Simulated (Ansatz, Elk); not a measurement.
# Bonding as seen by X-rays: K2RbBrCl2

The structure of K2RbBrCl2 used here is made up (a known structure type with other elements) and was relaxed beforehand with PBE. The aim is the Fourier transform of its all-electron density, F(hkl), set beside the sum over free spherical atoms that refinements use.

Calculated with Elk 11.2.3 (patched build); DFT, PBE, all-electron APW+lo, Dirac cores, scalar-relativistic bands, static density, no spin.

This account leaves out most program logs.

The structure was built from a prototype and need not be the compound's stable phase.

## 1. Set-up

Symmetry: Immm, No. 71, orthorhombic system. Conventional cell: a = 4.639 Å, b = 6.679 Å, c = 13.984 Å, α = 90.00°, β = 90.00°, γ = 90.00°. Rb has 2 Br at 3.34 Å and 4 Cl at 3.35 Å nearest. Nearest to Br lie 2 Rb at 3.34 Å and 4 K at 3.36 Å. K has 4 Cl at 3.16 to 3.34 Å and 2 Br at 3.36 Å nearest. Nearest to Cl lie 4 K at 3.16 to 3.34 Å and 2 Rb at 3.35 Å. Farther neighbours and most contacts between anions are not listed.

Coordinates:

```cif
data_structure
_symmetry_space_group_name_H-M 'P 1'
_symmetry_Int_Tables_number 1
_cell_length_a 8.0882
_cell_length_b 8.0882
_cell_length_c 8.0882
_cell_angle_alpha 146.666
_cell_angle_beta 131.227
_cell_angle_gamma 60.361
_cell_volume 216.66
loop_
_atom_site_label
_atom_site_type_symbol
_atom_site_fract_x
_atom_site_fract_y
_atom_site_fract_z
_atom_site_occupancy
Rb1 Rb 0.00000 0.00000 0.00000 1
Br2 Br 0.50000 0.00000 0.50000 1
K3 K 0.67360 0.67360 0.00000 1
K4 K 0.32640 0.32640 0.00000 1
Cl5 Cl 0.82726 0.32726 0.50000 1
Cl6 Cl 0.17274 0.67274 0.50000 1
```

## 2. Ground state and structure factors

An all-electron density is needed, since X-rays see the cores too. Task 0 finds the density and task 195 Fourier-transforms it; tshift is off so that phases refer to the origin typed.

Input file elk.in:

```
tasks
  0
  195

xctype
  20

spinpol
  .false.

rgkmax
  7.0

gmaxvr
  14.0

lmaxo
  7

lmaxapw
  8

swidth
  0.002

tshift
  .false.

ramdisk
  .false.

hmaxvr
  5.5

maxscl
  120

epspot
  1e-06

sppath
  './'

avec
  -4.38366114727 6.31081527237 13.21257804879
  4.38366114727 -6.31081527237 13.21257804879
  4.38366114727 6.31081527237 -13.21257804879

atoms
  4
  'Rb.in'
  1
  -0.0000000000 -0.0000000000 -0.0000000000   0.000000 0.000000 0.000000
  'Br.in'
  1
  0.5000000000 -0.0000000000 0.5000000000   0.000000 0.000000 0.000000
  'K.in'
  2
  0.6735985363 0.6735985363 -0.0000000000   0.000000 0.000000 0.000000
  0.3264014637 0.3264014637 -0.0000000000   0.000000 0.000000 0.000000
  'Cl.in'
  2
  0.8272572458 0.3272572458 0.5000000000   0.000000 0.000000 0.000000
  0.1727427542 0.6727427542 0.5000000000   0.000000 0.000000 0.000000

ngridk
  6 6 6
```

Launch:

```console
OMP_NUM_THREADS=4 elk
```

Wall time 2 min (4 threads of Intel Xeon Platinum 8223CL at 3.00GHz (Skylake/Cascade Lake), shared host); peak memory 0.37 GiB; 5.4 min of CPU time.

SFACRHO.OUT:

```text

h k l indices transformed by vhmat matrix:
   1.000000000       0.000000000       0.000000000    
   0.000000000       1.000000000       0.000000000    
   0.000000000       0.000000000       1.000000000    

      h      k      l  multipl.   |H|            Re(F)            Im(F)           |F|

      0      0      0      1   0.0000000       144.00000     -0.41158388E-15   144.00000    
      1      1     -1      2  0.47554575       30.398149      0.38044468E-14   30.398149    
      0     -1      1      4  0.55168074      0.24640322      0.63407447E-14  0.24640322    
      0     -1      0      4  0.75507408       36.263840     -0.50725957E-14   36.263840    
     -2     -1      1      4  0.86985007       3.9632389     -0.11571859E-13   3.9632389    
      1     -1      0      4  0.87259190       4.0506929     -0.15804731E-14   4.0506929    
     -2     -2      2      2  0.95109150       41.874803     -0.38044468E-14   41.874803    
      0      2     -1      8  0.99376072     -0.45539481     -0.10145191E-13  0.45539481    
      1     -1      1      2  0.99562181       120.28454     -0.94707071E-14   120.28454    
     -2     -1      2      4   1.0111500       119.29227      0.33288910E-14   119.29227    
      0      2     -2      4   1.1033615       28.503785      0.63407447E-14   28.503785    
     -2      1      0      8   1.2495598       33.623914      0.63407447E-14   33.623914    
      3      2     -2      4   1.2888810      -1.1415140     -0.12681489E-14   1.1415140    
      1      3     -2      8   1.2907330      0.95594458     -0.13949638E-13  0.95594458    
      1      3     -3      4   1.3768943       38.653323      0.76088936E-14   38.653323    
      2      3     -2      4   1.3881640       22.708354      0.63407447E-14   22.708354    
      1      2     -3      8   1.4190445       105.48143      0.14900750E-13   105.48143    
     -3     -3      3      2   1.4266372       104.10634      0.11413340E-13   104.10634
```

Elk indexes on the primitive cell of elk.in and gives |H| = 4π sin θ/λ in inverse bohr. Below, one row stands for each form hkl of the conventional cell (m members, Friedel mates merged), F is for one primitive cell and the density is static (no thermal factor). Free-atom factors are Waasmaier and Kirfel's, and R is Σm||F|−|F'||/Σm|F|.

| hkl | m | sin θ/λ (Å⁻¹) | abs F, DFT | neutral atoms | diff. | ions | diff. |
| --- | --- | --- | --- | --- | --- | --- | --- |
| 002 | 2 | 0.071 | 30.398 | 30.442 | -0.044 | 30.398 | +0.000 |
| 011 | 4 | 0.083 | 0.246 | 0.214 | +0.032 | 0.274 | -0.028 |
| 101 | 4 | 0.114 | 36.264 | 36.258 | +0.006 | 36.234 | +0.029 |
| 013 | 4 | 0.131 | 3.963 | 4.607 | -0.644 | 4.087 | -0.124 |
| 110 | 4 | 0.131 | 4.051 | 4.694 | -0.644 | 4.180 | -0.130 |
| 004 | 2 | 0.143 | 41.875 | 41.828 | +0.047 | 41.826 | +0.049 |
| 112 | 8 | 0.149 | 0.455 | 0.541 | -0.086 | 0.452 | +0.004 |
| 020 | 2 | 0.150 | 120.284 | 119.519 | +0.765 | 120.047 | +0.237 |
| 103 | 4 | 0.152 | 119.292 | 118.565 | +0.727 | 119.060 | +0.232 |
| 022 | 4 | 0.166 | 28.504 | 28.586 | -0.082 | 28.504 | -0.000 |
| 121 | 8 | 0.188 | 33.624 | 33.665 | -0.041 | 33.617 | +0.007 |
| 015 | 4 | 0.194 | 1.141 | 1.200 | -0.059 | 1.180 | -0.038 |
| 114 | 8 | 0.194 | 0.956 | 0.933 | +0.023 | 0.975 | -0.019 |
| 024 | 4 | 0.207 | 38.653 | 38.680 | -0.027 | 38.647 | +0.007 |
| 105 | 4 | 0.209 | 22.708 | 22.763 | -0.055 | 22.721 | -0.013 |
| 123 | 8 | 0.213 | 105.481 | 105.376 | +0.105 | 105.349 | +0.132 |
| 006 | 2 | 0.214 | 104.106 | 104.015 | +0.091 | 103.983 | +0.123 |
| 200 | 2 | 0.215 | 105.405 | 105.316 | +0.089 | 105.280 | +0.125 |

The ions are K+, Rb+, Br− and Cl−, by formal charge.

## 3. The highest occupied states alone

An energy window below the Fermi level keeps the highest occupied states, to see at which angles they scatter; shallow core shells can lie inside it and anion s states outside. No new self-consistency is needed.

elk.in, as its differences from that of step 2:

```diff
@@ -1,3 +1,2 @@
 tasks
-  0
   195
@@ -40,2 +39,5 @@
 
+wsfac
+  -0.354810 0.312690
+
 sppath
```

Launch:

```console
OMP_NUM_THREADS=4 elk
```

The job ended after 33 s (4 threads; peak memory 0.27 GiB).

States within 10 eV below the Fermi level hold 24.00 electrons; any levels below the window count with the cores. Their amplitudes can exceed the total, where window and core parts have opposite phase:

| hkl | sin θ/λ (Å⁻¹) | abs F, window | abs F, all |
| --- | --- | --- | --- |
| 002 | 0.071 | 4.347 | 30.398 |
| 011 | 0.083 | 4.941 | 0.246 |
| 101 | 0.114 | 4.142 | 36.264 |
| 013 | 0.131 | 5.585 | 3.963 |
| 110 | 0.131 | 5.608 | 4.051 |
| 004 | 0.143 | 3.886 | 41.875 |
| 112 | 0.149 | 4.260 | 0.455 |
| 020 | 0.150 | 11.531 | 120.284 |
| 103 | 0.152 | 11.240 | 119.292 |
| 022 | 0.166 | 2.061 | 28.504 |

## 4. Another functional

The difference from free atoms is small, so it is set against the change that LDA (Perdew-Wang) makes.

elk.in, as its differences from that of step 3:

```diff
@@ -1,2 +1,3 @@
 tasks
+  0
   195
@@ -4,3 +5,3 @@
 xctype
-  20
+  3
 
@@ -39,5 +40,2 @@
 
-wsfac
-  -0.354810 0.312690
-
 sppath
```

Launch:

```console
OMP_NUM_THREADS=4 elk
```

Wall time 96 s (4 threads); peak memory 0.34 GiB; 4.6 min of CPU time.

Against the first run R = 0.06 %; the largest change is -0.117 at 103.

## 5. Basis size

A smaller basis shows how fast F responds to it; the change is likely larger than the basis error of the first run, but doesn't show convergence.

elk.in, as its differences from that of step 4:

```diff
@@ -5,3 +5,3 @@
 xctype
-  3
+  20
 
@@ -11,3 +11,3 @@
 rgkmax
-  7.0
+  5.5
```

Launch:

```console
OMP_NUM_THREADS=4 elk
```

Wall time 82 s (4 threads); peak memory 0.34 GiB; 3 min of CPU time.

Against the first run R = 0.07 %; the largest change is -0.080 at 123.

## 6. Settings against the effect

| run | R against the first run (%) | R against neutral atoms, low angle (%) | wall time |
| --- | --- | --- | --- |
| PBE, rgkmax 7 | 0.00 | 0.41 | 2 min |
| LDA (Perdew-Wang) | 0.06 | 0.33 | 96 s |
| rgkmax 5.5 | 0.07 | 0.39 | 82 s |

## 7. Summary of results

```
R against neutral atoms, sin θ/λ < 0.3 Å⁻¹ : 0.41 %
R against neutral atoms, 0.3 to 0.50 Å⁻¹   : 0.24 %
R against ions, below 0.3 Å⁻¹              : 0.16 %
```

Independent neutral atoms miss the calculated amplitudes by R = 0.41 % below 0.3 Å⁻¹ and 0.24 % from there to 0.50 Å⁻¹; by shells, 1.36 % below 0.15 Å⁻¹ (8 forms), 0.29 % 0.15 to 0.3 (31 forms), 0.27 % 0.3 to 0.45 (75 forms), 0.18 % above 0.45 (35 forms). Bonding, aspherical density and the tables' own atoms all enter these figures, and the runs don't part them. The largest change of an amplitude is +0.77 electrons, at 020. Formal ions give R = 0.16 % at low angle, nearer than neutral atoms. The window's part falls from 24.0 electrons at the origin to at most 0.54 between 0.45 and 0.50 Å⁻¹. Below 0.3 Å⁻¹ the changes that finished (LDA (Perdew-Wang) and rgkmax 5.5) move F by R = 0.09 % at most, against the 0.41 % that separates it from free atoms. The k-mesh has no finished test. Part of the difference isn't bonding: the tables are fits to free atoms and ions calculated by other methods than this functional. Thermal motion, anomalous dispersion and extinction are left out.

[Logs are printed without paths, hosts, clocks, repeated set-up lines and the standing remarks that a program may print on its own settings, such as how far it seeks lower states.]

[Hosts, paths, dates, database ids (printed as entryN), source tags and the programs' standing remarks are cut or masked in the printed files.]
